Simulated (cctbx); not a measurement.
# Absolute structure of Be6NbCrTe

Space group I4mm (no. 107), a = 3.4030 Å, b = 3.4030 Å, c = 17.9090 Å, α = 90.00°, β = 90.00°, γ = 90.00°.

```csv
atom,mult.,x,y,z,Ueq (Å²)
Te1,2,1/2,1/2,0.3170,0.0030
Nb1,2,1/2,1/2,0.0019,0.0040
Cr1,2,0,0,0.1861,0.0051
Be1,2,1/2,1/2,0.1893,0.0075
Be2,2,0,0,0.0012,0.0098
Be3,4,0,1/2,0.0918,0.0090
Be4,4,1/2,0,0.4057,0.0065
```

This is a model crystal, built by substitution and not relaxed, with assumed displacement parameters.

Data sets are simulated with cctbx and refined with Bijvoet mates kept apart; Flack x is then fitted as the share of an inverted twin with the atoms fixed, Hooft y from the Bijvoet differences. The group is acentric but holds improper operations, so there is an absolute structure (orientation) and no hand.

Untwinned crystal. What Flack and Hooft values should come out?

```csv
λ (Å),extinction (unmodelled),d min (Å),top counts,error (%),model,R1,Flack x,s.u.,Hooft y,s.u.,pairs
0.71073,0.3,0.77,70000,6,as given,0.0166,0.04,0.04,0.036,0.032,92
0.71073,0.3,0.77,70000,6,inverted,0.0260,0.95,0.04,0.974,0.033,92
1.54184,0,0.83,5000,2,as given,0.0096,-0.012,0.008,-0.020,0.011,73
```

With Mo Kα, x is within 3 s.u. of 0, so the absolute structure is right. With Cu Kα, x is within 3 s.u. of 0, so the absolute structure is right. Inverting the model turns x into about 1 − x.

A further crystal gives:

| λ (Å) | extinction (unmodelled) | d min (Å) | top counts | error (%) | model | R1 | Flack x | s.u. | Hooft y | s.u. | pairs |
| --- | --- | --- | --- | --- | --- | --- | --- | --- | --- | --- | --- |
| 0.71073 | 0.3 | 0.77 | 40000 | 3 | as given | 0.0131 | 0.19 | 0.03 | 0.167 | 0.022 | 94 |

**Question.** What is it?

It was simulated as an inversion twin with a fraction 0.15 of the inverted domain. Flack x is over 3 s.u. from both 0 and 1 and reads that fraction.

[Logs are printed without paths, hosts, clocks, repeated set-up lines and the standing remarks that a program may print on its own settings, such as how far it seeks lower states.]
